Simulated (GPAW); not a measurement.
# SiC (Moissanite): optical spectrum from first principles

Wanted: where SiC (Moissanite) starts to absorb, how strongly, and its refractive index.

Main program and level: GPAW 26.7.0; DFT, PBE, plane-wave PAW (GPAW data sets), scalar-relativistic, RPA, optical limit.

## Step 1: The structure

Symmetry: P6_3mc, No. 186, hexagonal system. Conventional cell: a = 3.076 Å, b = 3.076 Å, c = 5.048 Å, α = 90.00°, β = 90.00°, γ = 120.00°. Si has 4 C at 1.87 to 1.94 Å nearest. Nearest to C lie 4 Si at 1.87 to 1.94 Å. Farther neighbours are not listed.

## Step 2: Ground state

The self-consistent density comes first; it also tells whether there is a gap, which decides the occupations and the need for a Drude term.

This step: DFT, PBE, plane-wave PAW (GPAW data sets), scalar-relativistic, ground state (GPAW 26.7.0).

gs.py

```python
from ase import Atoms
from ase.dft.bandgap import bandgap
from gpaw import GPAW, PW, FermiDirac

atoms = Atoms(['Si', 'Si', 'C', 'C'],
              cell=[[3.076000000000, 0.000000000000, 0.000000000000],
                    [-1.538000000000, 2.663894142000, 0.000000000000],
                    [0.000000000000, 0.000000000000, 5.048000000000]],
              scaled_positions=[[0.666666666700, 0.333333333300, 0.500000000000],
                                [0.333333333300, 0.666666666700, 0.000000000000],
                                [0.666666666700, 0.333333333300, 0.885000000000],
                                [0.333333333300, 0.666666666700, 0.385000000000]],
              pbc=[True, True, True])
atoms.calc = GPAW(mode=PW(550), xc='PBE', kpts={'size': (9, 9, 5), 'gamma': True},
                  occupations=FermiDirac(0.05), maxiter=150, txt='gs.txt')
print('energy (eV)', atoms.get_potential_energy())
print('Fermi level (eV)', atoms.calc.get_fermi_level())
print('valence electrons', atoms.calc.get_number_of_electrons())
print('gap (eV)', bandgap(atoms.calc, output=None)[0])
print('direct gap (eV)', bandgap(atoms.calc, direct=True, output=None)[0])
atoms.calc.write('gs.gpw')
```

Run with:

```bash
$ OMP_NUM_THREADS=1 python gs.py
```

Numbers of over 12 decimals in the logs are rounded to 6 here.

The log of the run:

```text
__  _  _
 | _ |_)|_||  |
 |__||  | ||/\| - 26.7.0

Versions:
  Python: 3.12.14
  ASE:    3.29.0
  Numpy:  2.5.5
  Scipy:  1.18.1
  Libxc:  7.0.0

Input parameters:
  mode=PW(ecut=550.0),
  kpts=MonkhorstPack(size=(9, 9, 5), gamma=True),
  maxiter=150,
  occupations=Occupations(name='fermi-dirac', width=0.05, fixmagmom=False),
  xc=XC(name='PBE')

Diagonalizing LCAO Hamiltonian
Converting LCAO to pw mode

           C

           Si
        C

        Si

Atoms  # Å, Bohr magnetons
|   | symbol |         x |        y |        z |    initial magnetic moments |
| 0 |     Si |  1.538000 | 0.887965 | 2.524000 | ( 0.0000,  0.0000,  0.0000) |
| 1 |     Si | -0.000000 | 1.775929 | 0.000000 | ( 0.0000,  0.0000,  0.0000) |
| 2 |      C |  1.538000 | 0.887965 | 4.467480 | ( 0.0000,  0.0000,  0.0000) |
| 3 |      C | -0.000000 | 1.775929 | 1.943480 | ( 0.0000,  0.0000,  0.0000) |

Unit cell  # Å
| periodic |         x |        y |        z |  lengths |     angles |
|      yes |  3.076000 | 0.000000 | 0.000000 | 3.076000 |  90.000000 |
|      yes | -1.538000 | 2.663894 | 0.000000 | 3.076000 |  90.000000 |
|      yes |  0.000000 | 0.000000 | 5.048000 | 5.048000 | 120.000000 |

Number of symmetries: 6
Symmetry operations  # r_c * U_cc + t_c -> r_c
|   | kind |            matrix            |
| 0 |  σ   |  1, 1, 0,  0,-1, 0,  0, 0, 1 |
| 1 |  E   |  1, 0, 0,  0, 1, 0,  0, 0, 1 |
| 2 |  C3  |  0, 1, 0, -1,-1, 0,  0, 0, 1 |
| 3 |  σ   |  0,-1, 0, -1, 0, 0,  0, 0, 1 |
| 4 |  σ   | -1, 0, 0,  1, 1, 0,  0, 0, 1 |
| 5 |  C3  | -1,-1, 0,  1, 0, 0,  0, 0, 1 |

BZ-sampling:
  Number of BZ points: 405
  Number of IBZ points: 50

  Monkhorst-Pack size: [9, 9, 5]
  Monkhorst-Pack shift: [0, 0, 0]

K-points  # in reciprocal-cell coordinates
|     |                                coordinates |     weight |
|   0 | (  0.00000000,   0.00000000,   0.00000000) | 0.00246914 |
|   1 | (  0.00000000,   0.00000000,   0.20000000) | 0.00493827 |
|   2 | (  0.00000000,   0.00000000,   0.40000000) | 0.00493827 |
|   3 | (  0.11111111,   0.00000000,  -0.40000000) | 0.01481481 |
|   4 | (  0.11111111,   0.00000000,  -0.20000000) | 0.01481481 |
|   5 | (  0.11111111,   0.00000000,   0.00000000) | 0.01481481 |
|   6 | (  0.11111111,   0.00000000,   0.20000000) | 0.01481481 |
|   7 | (  0.11111111,   0.00000000,   0.40000000) | 0.01481481 |
|   8 | (  0.22222222,  -0.11111111,   0.00000000) | 0.01481481 |
|   9 | (  0.22222222,  -0.11111111,   0.20000000) | 0.02962963 |
| ... |                                            |            |
|  49 | (  0.44444444,   0.44444444,   0.40000000) | 0.02962963 |

Plane wave coefficients: 1225
Cutoff: 550.0 eV

Spin-components: 1 (collinear spins)
Bands:           14
Projectors:      20
Spin-degeneracy: 2
Datatype:        complex128

Parallelization:
  kpt:    1
  domain: 1
  band:   1

Density:
  Valence electrons: 16.0
  Components: 1
  Grid points: [18 18 28]
  Charge: 0.0  # |e|

Potential:
  Grid points: [18 18 28]

species:
  Si:
    name:    Silicon
    id:
    Z:       14.0
    valence: 4
    core:    10
    charge:  0.0  # [|e|]
    compensation charges:
      type: gauss
      rc: 0.33  # [Å]
      lmax: 2
    cutoffs:
      filter: 1.86  # [Å]
      core: 2.06  # [Å]
    projectors
    | kind |    occ | energy [eV] | rcut [Å] |
    |   3s |  2.000 |     -10.812 |    1.058 |
    |   3p |  2.000 |      -4.081 |    1.058 |
    |    s |        |      16.399 |    1.058 |
    |    p |        |      23.130 |    1.058 |
    |    d |        |       0.000 |    1.058 |

    Using partial waves for Si as LCAO basis

  C:
    name:    Carbon
    id:
    Z:       6.0
    valence: 4
    core:    2
    charge:  0.0  # [|e|]
    compensation charges:
      type: gauss
      rc: 0.20  # [Å]
      lmax: 2
    cutoffs:
      filter: 1.14  # [Å]
      core: 1.14  # [Å]
    projectors
    | kind |    occ | energy [eV] | rcut [Å] |
    |   2s |  2.000 |     -13.751 |    0.635 |
    |   2p |  2.000 |      -5.284 |    0.635 |
    |    s |        |      13.461 |    0.635 |
    |    p |        |      21.927 |    0.635 |
    |    d |        |       0.000 |    0.635 |

    Using partial waves for C as LCAO basis

Reference energy: -17827.944731  # eV

eigensolver:
  PPCG
  Converge bands: occupied
  niter=2

density mixing:
  MSR1-Mixer
  Pratt-step length: 0.05
  Maximum mixing coefficient: 0.75
  Old densities: 10
  SVD Regularization: 0.005
  Good broyden scale: 1.0
  Trust region scale: 1.0
  Backstep threshold: 4.0
  History deletion threshold: 6.0
  Fourier metric: weight=20.0, sigma=0.015

occupation numbers:
  Fermi-Dirac:
    width: 0.0500  # eV

poisson solver:
  ecut: 4400.0  # eV

xc functional:
  name: PBE with 2 nearest neighbor stencil

convergence criteria:
- Maximum [total energy] change in last 3 cyles: 0.0005 eV / valence electron
- Maximum integral of absolute [dens]ity change: 0.0001 electrons / valence electron
- Maximum integral of absolute [eigenst]ate change: 4e-08 eV^2 / valence electron
maximum number of iterations: 150

SCF iterations
|iter     |      energy | eigst |  dens |
|iter:   1||  -33.150215 | -0.13 |       |
|iter:   2||  -32.399391 | -2.06 | -0.56 |
|iter:   3||  -29.871331 | -0.64 | -0.61 |
|iter:   4||  -29.883630 | -2.71 | -1.32 |
|iter:   5||  -29.890147 | -3.36 | -1.68 |
|iter:   6||  -29.890283c| -5.16 | -2.67 |
|iter:   7||  -29.890291c| -6.51 | -3.28 |
|iter:   8||  -29.890291c| -8.05c| -4.13c|

Converged in 8 steps
SCF loop duration: 13.771 s (1.721 s/step)
Energy contributions relative to reference atoms: (reference = -17827.944731)

Energy contributions:
  Kinetic:          32.702361
  Coulomb:         -27.388612
  Zero:             -0.043096
  External:          0.000000
  Xc:              -35.160945
  Entropy:          -0.000000
  Spinorbit:         0.000000
  ----------------------------
  Free energy:     -29.890291
  Extrapolated:    -29.890291

dipole moment: (-0.000001, -0.000002, -8.915367)  # |e|*Ang

Fermi level: 9.895
Eigenvalues  # (at kpt = [0.000, 0.000, 0.000])
| band index |      eig [eV] | occ [0-2] |
|          0 |        -7.183 |     2.000 |
|          1 |        -3.678 |     2.000 |
|          2 |        -0.152 |     2.000 |
|          3 |         6.992 |     2.000 |
|          4 |         6.992 |     2.000 |
|          5 |         8.277 |     2.000 |
|          6 |         8.277 |     2.000 |
|          7 |         8.553 |     2.000 |
|          8 |        13.177 |     0.000 |
|          9 |        14.599 |     0.000 |
|         10 |        15.046 |     0.000 |
|         11 |        15.046 |     0.000 |
|         12 |        16.104 |     0.000 |
|         13 |        17.246 |     0.000 |

Gap: 2.314 eV
Transition (v -> c):
  (s=0, k=0, n=7, [0.00, 0.00, 0.00]) -> (s=0, k=26, n=8, [0.33, 0.33, 0.00])
Direct/indirect transitions are different
Direct gap: 4.107 eV
Transition at: (s=0, k=39, n=7, [0.44, 0.00, 0.00])

--- standard output ---
energy (eV) -29.890291
Fermi level (eV) 9.895162
valence electrons 16.0
gap (eV) 2.314489
direct gap (eV) 4.106552
```

The job ended after 16 s (1 thread of Arm Neoverse V1, shared host; peak memory 0.15 GiB).

Numbers from this step:

| Item | Value |
| --- | --- |
| energy | -29.89 eV |
| Fermi energy | 9.895 eV |
| gap on the k-mesh | 2.314 eV |
| direct gap on the mesh | 4.107 eV |
| electrons | 16 |

There is a gap, 2.31 eV on this mesh (points off the mesh can give less), so no carriers' term is needed.

## Step 3: Bands for the response

At the fixed density, many empty bands are solved on the mesh of the response, since the spectrum sums over them.

This step: DFT, PBE, plane-wave PAW (GPAW data sets), scalar-relativistic, bands at fixed density (GPAW 26.7.0).

nscf.py

```python
from ase.dft.bandgap import bandgap
from gpaw import GPAW, FermiDirac

calc = GPAW('gs.gpw').fixed_density(kpts={'size': (12, 12, 6), 'gamma': True}, nbands=39, convergence={'bands': 33},
                                    occupations=FermiDirac(0.001), txt='nscf.txt')
print('gap (eV)', bandgap(calc, output=None)[0])
print('direct gap (eV)', bandgap(calc, direct=True, output=None)[0])
print('top band over the Fermi level (eV)', min(calc.get_eigenvalues(kpt=k)[32] for k in range(len(calc.get_ibz_k_points()))) - calc.get_fermi_level())
calc.write('full.gpw', mode='all')
```

Run with:

```bash
$ OMP_NUM_THREADS=1 python nscf.py
```

The log of the run:

```text
Diagonalizing LCAO Hamiltonian
Converting LCAO to pw mode
convergence criteria:
- Maximum integral of absolute [eigenst]ate change: 4e-08 eV^2 / valence electron
maximum number of iterations: 150

SCF iterations
|iter     |      energy | eigst |  dens |
|iter:   1||             | +3.34 |       |
|iter:   2||             | +1.84 |       |
|iter:   3||             | +0.75 |       |
|iter:   4||             | -0.21 |       |
|iter:   5||             | -1.01 |       |
|iter:   6||             | -1.80 |       |
|iter:   7||             | -2.65 |       |
|iter:   8||             | -3.45 |       |
|iter:   9||             | -4.29 |       |
|iter:  10||             | -5.05 |       |
|iter:  11||             | -5.92 |       |
|iter:  12||             | -6.73 |       |
|iter:  13||             | -7.37 |       |
|iter:  14||             | -7.75c|       |
SCF steps: 14
  __  _  _
 | _ |_)|_||  |
 |__||  | ||/\| - 26.7.0

Versions:
  Python: 3.12.14
  ASE:    3.29.0
  Numpy:  2.5.5
  Scipy:  1.18.1
  Libxc:  7.0.0

Input parameters:
  mode=PW(ecut=550.0),
  convergence={'bands': 33},
  gpts=array([18, 18, 28]),
  kpts=MonkhorstPack(size=(12, 12, 6), gamma=True),
  maxiter=150,
  nbands=39,
  occupations=Occupations(name='fermi-dirac', width=0.001, fixmagmom=False),
  parallel={},
  xc=XC(name='PBE')

--- standard output ---
gap (eV) 2.314489
direct gap (eV) 4.070247
top band over the Fermi level (eV) 28.096071
```

The job ended after 2 min (1 thread; peak memory 0.24 GiB).

Numbers from this step:

| Quantity | Value |
| --- | --- |
| direct gap on the mesh | 4.070 eV |

## Step 4: Dielectric function, RPA

Transitions between filled and empty bands, summed over the zone, give the optical response, so mesh, band count and broadening shape it.

The induced potential is part of this response.

This step: DFT, PBE, plane-wave PAW (GPAW data sets), scalar-relativistic, RPA, optical limit (GPAW 26.7.0).

df.py

```python
from gpaw.response.df import DielectricFunction

df = DielectricFunction('full.gpw', frequencies={'type': 'nonlinear', 'domega0': 0.03, 'omega2': 8},
                        ecut=50,
                        eta=0.12,
                        nbands=33,
                        txt='df.txt')
for direction in ['x', 'z']:
    df.get_dielectric_function(xc='RPA', direction=direction, filename=f'df_{direction}.csv')
```

Run with:

```bash
$ OMP_NUM_THREADS=1 python df.py
```

The log of the run:

```text
Using integrator: PointIntegrator
NonLinearFrequencyDescriptor(from 0.000 to 49.462 eV, 464 points)
Nonperiodic BCs:  [False False False]
Using integrator: PointIntegrator
NonLinearFrequencyDescriptor(from 0.000 to 49.462 eV, 464 points)
Nonperiodic BCs:  [False False False]

Calculating chi0 body with:
    Ground state adapter containing:
    Number of spins: 1
    Number of kpoints: 864
    Number of irreducible kpoints: 100
    Number of completely occupied states: 8
    Number of partially occupied states: 8

    Linear response parametrization:
    q_c: [0.0, 0.0, 0.0]
    Number of frequency points: 464
    Planewave cutoff: 50.0
    Number of bands: 33
    Number of planewaves: 35
    Broadening (eta): 0.12

Integrating chi0 body.

Symmetries of q_c:
    Direct symmetries (Uq -> q): 6
    Indirect symmetries (TUq -> q): 6
In total 12 allowed symmetries.

100 groups of equivalent kpoints. 88.425926% reduction.

Integral kind: spectral function

Calculating chi0 optical extensions with:
    Ground state adapter containing:
    Number of spins: 1
    Number of kpoints: 864
    Number of irreducible kpoints: 100
    Number of completely occupied states: 8
    Number of partially occupied states: 8

    Linear response parametrization:
    Number of frequency points: 464
    Planewave cutoff: 50.0
    Number of bands: 33
    Number of planewaves: 35
    Broadening (eta): 0.12
Integrating chi0 head and wings.

Symmetries of q_c:
    Direct symmetries (Uq -> q): 6
    Indirect symmetries (TUq -> q): 6
In total 12 allowed symmetries.

100 groups of equivalent kpoints. 88.425926% reduction.

Integral kind: spectral function wings
```

Wall time 12 s (1 thread); peak memory 0.23 GiB.

This step gave:

| Item | Value |
| --- | --- |
| electronic dielectric constant ε∞, mean over x, y and z (by symmetry where fewer were run) | 6.803 |
| main peak of Im epsilon, first axis | 6.272 eV |

The Im ε has structure finer than the step of the table below, so its rows give means over 0.25 eV, whole bins alone (the curve runs from 0 to 14.0 eV). Peaks (eV: height): E ∥ x 6.282: 16.8, 7.323: 15.8; E ∥ z 5.077: 9.60, 6.387: 21.5, 7.612: 15.6.

Values under the direct gap are tails of Lorentzian lines. The Im ε by photon energy; means over each step:

```tsv
photon energy (eV)	E ∥ x	E ∥ z
0.25	0.00612	0.00773
0.50	0.0123	0.0156
0.75	0.0188	0.0238
1.00	0.0255	0.0324
1.25	0.0327	0.0418
1.50	0.0405	0.0520
1.75	0.0491	0.0635
2.00	0.0587	0.0767
2.25	0.0697	0.0920
2.50	0.0824	0.110
2.75	0.0975	0.133
3.00	0.116	0.161
3.25	0.138	0.198
3.50	0.167	0.248
3.75	0.206	0.322
4.00	0.260	0.440
4.25	0.348	0.665
4.50	0.526	1.29
4.75	0.999	3.90
5.00	2.20	8.15
5.25	2.81	6.54
5.50	4.24	9.51
5.75	7.75	11.3
6.00	13.4	13.1
6.25	16.1	17.2
6.50	14.1	18.2
6.75	14.3	13.0
7.00	14.4	12.4
7.25	15.3	14.5
7.50	13.5	14.9
7.75	10.9	12.6
8.00	10.9	9.28
8.25	10.8	9.49
8.50	10.00	8.23
8.75	9.34	8.19
9.00	9.16	7.94
9.25	8.70	7.69
9.50	6.18	6.80
9.75	6.10	5.32
10.00	6.01	4.89
10.25	4.84	4.90
10.50	4.89	3.77
10.75	5.19	4.00
11.00	4.42	3.64
11.25	3.71	2.86
11.50	3.43	2.94
11.75	3.31	3.35
12.00	3.04	3.31
12.25	2.59	2.72
12.50	2.14	2.20
12.75	2.30	2.20
13.00	2.25	2.38
13.25	2.15	2.22
13.50	2.05	2.18
13.75	1.92	1.89
```

The Re ε by photon energy:

```tsv
photon energy (eV)	E ∥ x	E ∥ z
0.0	6.61	7.18
0.5	6.64	7.22
1.0	6.72	7.31
1.5	6.85	7.49
2.0	7.06	7.75
2.5	7.35	8.14
3.0	7.76	8.69
3.5	8.33	9.52
4.0	9.19	10.9
4.5	10.6	13.7
5.0	12.8	15.1
5.5	15.2	15.5
6.0	15.4	12.3
6.5	7.02	1.23
7.0	5.10	3.67
7.5	-0.743	0.855
8.0	0.269	-2.43
8.5	-1.38	-2.65
9.0	-1.67	-2.75
9.5	-3.78	-4.60
10.0	-3.27	-3.18
10.5	-2.34	-3.26
11.0	-3.30	-3.19
11.5	-2.75	-1.91
12.0	-2.53	-2.38
12.5	-2.22	-2.37
13.0	-2.01	-1.85
13.5	-1.89	-2.01
```

The reflectivity at normal incidence has structure finer than the step of the table below, so its rows give means over 0.5 eV, whole bins alone (the curve runs from 0 to 14.0 eV). Peaks (eV: height): E ∥ x 7.44: 49.0, 9.35: 54.8, 10.17: 51.3, 11.18: 52.4, 12.34: 55.1; E ∥ z 5.03: 39.1, 6.44: 51.9, 7.73: 55.0, 9.55: 55.4, 10.45: 54.6, 11.10: 54.1, 12.42: 53.2.

Table of reflectivity at normal incidence by photon energy; means over each step:

```tsv
photon energy (eV)	E ∥ x (%)	E ∥ z (%)
0.5	19.4	20.9
1.0	19.6	21.2
1.5	20.0	21.6
2.0	20.5	22.2
2.5	21.3	23.1
3.0	22.3	24.4
3.5	23.6	26.1
4.0	25.4	28.7
4.5	28.3	33.3
5.0	31.9	37.1
5.5	36.4	38.7
6.0	43.3	42.0
6.5	43.1	48.1
7.0	44.0	42.7
7.5	47.2	49.4
8.0	43.8	48.9
8.5	45.8	46.7
9.0	47.2	46.9
9.5	50.8	52.2
10.0	48.8	50.0
10.5	45.5	50.7
11.0	50.8	51.0
11.5	49.8	44.4
12.0	51.0	47.1
12.5	51.0	50.6
13.0	46.7	45.3
13.5	46.8	48.5
```

Values under the direct gap are tails of Lorentzian lines. Im ε, E ∥ x against photon energy; read off at these points:

```tsv
photon energy (eV)	without local fields	with local fields
0.000	0	0
0.250	0.00672	0.00611
0.500	0.0136	0.0123
0.750	0.0206	0.0187
1.000	0.0280	0.0255
1.250	0.0359	0.0327
1.500	0.0445	0.0405
1.750	0.0540	0.0491
2.000	0.0646	0.0587
2.250	0.0767	0.0696
2.500	0.0907	0.0823
2.750	0.107	0.0973
3.000	0.127	0.115
3.250	0.152	0.138
3.500	0.184	0.167
3.750	0.226	0.205
4.000	0.286	0.259
4.250	0.380	0.344
4.500	0.565	0.516
4.750	1.04	0.956
5.000	2.46	2.31
5.250	2.97	2.72
5.500	4.71	4.16
5.750	8.92	7.56
6.000	15.9	13.7
6.250	18.6	16.7
6.282	18.6	16.8
6.500	14.9	13.7
6.750	15.6	14.4
7.000	16.1	14.3
7.250	17.3	15.3
7.323	17.6	15.8
7.500	14.2	13.3
7.750	11.7	10.8
8.000	12.5	11.0
8.250	12.1	10.9
8.500	11.2	10.0
8.750	10.2	9.46
9.000	9.97	9.21
9.250	9.04	8.90
9.500	6.31	5.98
9.750	6.54	6.15
10.000	6.05	6.12
10.250	4.64	4.69
10.500	5.02	4.86
10.750	5.30	5.30
11.000	4.38	4.39
11.250	3.64	3.63
11.500	3.45	3.41
11.750	3.31	3.38
12.000	3.02	3.09
12.250	2.28	2.57
12.500	1.96	2.10
12.750	2.18	2.33
13.000	2.00	2.24
13.250	1.92	2.14
13.500	1.74	2.04
13.750	1.68	1.92
```

The loss function −Im 1/ε at q → 0 has structure finer than the step of the table below, so its rows give means over 0.5 eV, whole bins alone (the curve runs from 0 to 14.0 eV). Peaks (eV: height): E ∥ z 11.56: 0.245, 12.83: 0.278.

Values under the direct gap are tails of Lorentzian lines. Table of loss function −Im 1/ε at q → 0 by energy loss; means over each step:

```tsv
energy loss (eV)	E ∥ x	E ∥ z
0.5	2.8e-4	3.0e-4
1.0	5.7e-4	6.1e-4
1.5	8.6e-4	9.3e-4
2.0	0.00118	0.00128
2.5	0.00153	0.00167
3.0	0.00192	0.00213
3.5	0.00241	0.00274
4.0	0.00309	0.00374
4.5	0.00475	0.00734
5.0	0.0122	0.0288
5.5	0.0169	0.0319
6.0	0.0314	0.0398
6.5	0.0542	0.0556
7.0	0.0612	0.0727
7.5	0.0751	0.0667
8.0	0.0919	0.0947
8.5	0.0971	0.109
9.0	0.102	0.114
9.5	0.118	0.110
10.0	0.132	0.140
10.5	0.160	0.157
11.0	0.147	0.166
11.5	0.176	0.228
12.0	0.183	0.201
12.5	0.224	0.224
13.0	0.257	0.263
13.5	0.273	0.250
```

At chosen wavelengths:

```tsv
wavelength (nm)	n x	k x	R (%) x	1/α x	n z	k z	R (%) z	1/α z
1550	2.58	0.004	19.5	32 µm	2.70	0.005	21.1	26 µm
800	2.62	0.008	20.0	7.9 µm	2.74	0.010	21.7	6.4 µm
532	2.69	0.014	21.0	3.1 µm	2.83	0.017	22.8	2.5 µm
365	2.86	0.027	23.3	1.1 µm	3.05	0.037	25.7	789 nm
308	3.04	0.044	25.5	561 nm	3.31	0.068	28.8	359 nm
248	3.59	0.321	32.2	61 nm	4.03	1.055	39.0	19 nm
193	3.41	2.151	43.3	7.1 nm	3.67	2.902	51.5	5.3 nm
```

Below the direct gap, k and the depth come from the tails of the Lorentzian lines, not from transitions.

Rows near the edge hang on the gap, which this functional as a rule makes too small, and phonon-assisted absorption is left out.

At 1064 nm the birefringence n(z) − n(x) is +0.114: the crystal is uniaxial positive at this level.

## Step 5: What came out

```yaml
electronic_dielectric_constant_eps_infinity_mean_over_x_y_and_z_by_symmetry_where_fewer_were_run_rpa: 6.80
main_peak_of_im_epsilon_first_axis: 6.27 eV
```

**Reading.** At this level (PBE, RPA) SiC has a mean ε∞ = 6.80 and n = 2.58 at 1550 nm (E ∥ x), and Im ε peaks at 6.3 eV (E ∥ x). On the mesh the gap is 2.31 eV and the least direct gap 4.07 eV, so on this mesh the band edges lie at different points. Local fields change the static value along x from 7.02 to 6.61 (-6 %). Distinct maxima of Im ε, read by a parabola through the highest points, lie at 6.27 eV (17), 7.33 eV (16), 9.10 eV (9.7) and 10.72 eV (5.3) for E ∥ x. The static values by axis are 6.61 (x), 7.18 (z). At 1064 nm the birefringence n(z) − n(x) is +0.114: the crystal is uniaxial positive at this level. Excitons and phonon-assisted transitions are missing; PBE gaps are as a rule too small, which pulls the onset down and ε∞ up. The sum runs over mesh points, so small or evenly spaced maxima can still be ripples of the mesh.

[Machine, clock and banner lines and Python warnings are left out of the logs.]

[Logs are printed without paths, hosts, clocks, repeated set-up lines and the standing remarks that a program may print on its own settings, such as how far it seeks lower states.]

[Hosts, paths, dates, database ids (printed as entryN), source tags and the programs' standing remarks are cut or masked in the printed files.]
